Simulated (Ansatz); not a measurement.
An input for Ansatz 0.2.0 (Ta2O5 (P2/m)):

```yaml
crystal:
  lattice:
    - [3.8029939338, 0.0, 0.0]
    - [0.0, 3.8240885925, 0.0]
    - [-1.8007527231, 0.0, 6.4636698259]
  atoms:
    - { symbol: Ta, position: [0.6485990684, 0.0, 0.7921887559] }
    - { symbol: Ta, position: [0.3514009316, 0.0, 0.2078112441] }
    - { symbol: O, position: [0.6652198356, 0.5, 0.8008792217] }
    - { symbol: O, position: [0.3347801644, 0.5, 0.1991207783] }
    - { symbol: O, position: [0.1897069903, 0.0, 0.8710707635] }
    - { symbol: O, position: [0.8102930097, 0.0, 0.1289292365] }
    - { symbol: O, position: [0.5, 0.0, 0.5] }
kpoints:
  mp_grid: { grid: [4, 4, 2] }
  band_path:
    path:
      - [0.0, 0.0, 0.0]
      - [0.0, 0.5, 0.0]
      - [0.0, 0.5, 0.5]
      - [0.0, 0.0, 0.5]
      - [-0.5, 0.0, 0.5]
      - [-0.5, 0.5, 0.5]
      - [-0.5, 0.5, 0.0]
      - [-0.5, 0.0, 0.0]
    npoints: 1
hamiltonian:
  xc: hse06
  pseudopotentials: { kind: paw, azcp: { folder: soft_1 } }
scf:
  occupations: { method: fixed }
  n_extra_bands: 6
output:
  eigenvalues: true
```

```sh
ansatz run input.yaml --threads 3 --pin off --max-ram 92160MiB --backend cuda --events-out ev --progress --plain --runs-dir out --devices 1 --max-vram 13GiB
```

**Question.** Estimate wall time and host memory on 1 × NVIDIA H100 80GB HBM3 (shared by 6 runs) with 3 threads of AMD EPYC 7R13 (Zen 3), shared host.

It took 18 s; on shared hardware allow 8.8 s to 35 s. Peak host memory was 1.2 GiB. The sizes that set the cost: 1821 plane waves a state, 18 irreducible k points and 17 SCF cycles.

Exact exchange couples every pair of k points and filled bands, so it costs far more than a semilocal run.

[Paths, hosts, dates, memory and timing lines, banners, echoed tables and standing remarks are left out of the program output.]

[Logs are printed without paths, hosts, clocks, repeated set-up lines and the standing remarks that a program may print on its own settings, such as how far it seeks lower states.]

[Runs of the session that timed out or met a known fault of the program may be left out.]

[Cells called generated may have been cut or substituted from an entry of the Crystallography Open Database or the Materials Project.]

[Hosts, paths, dates, database ids (printed as entryN), source tags and the programs' standing remarks are cut or masked in the printed files.]
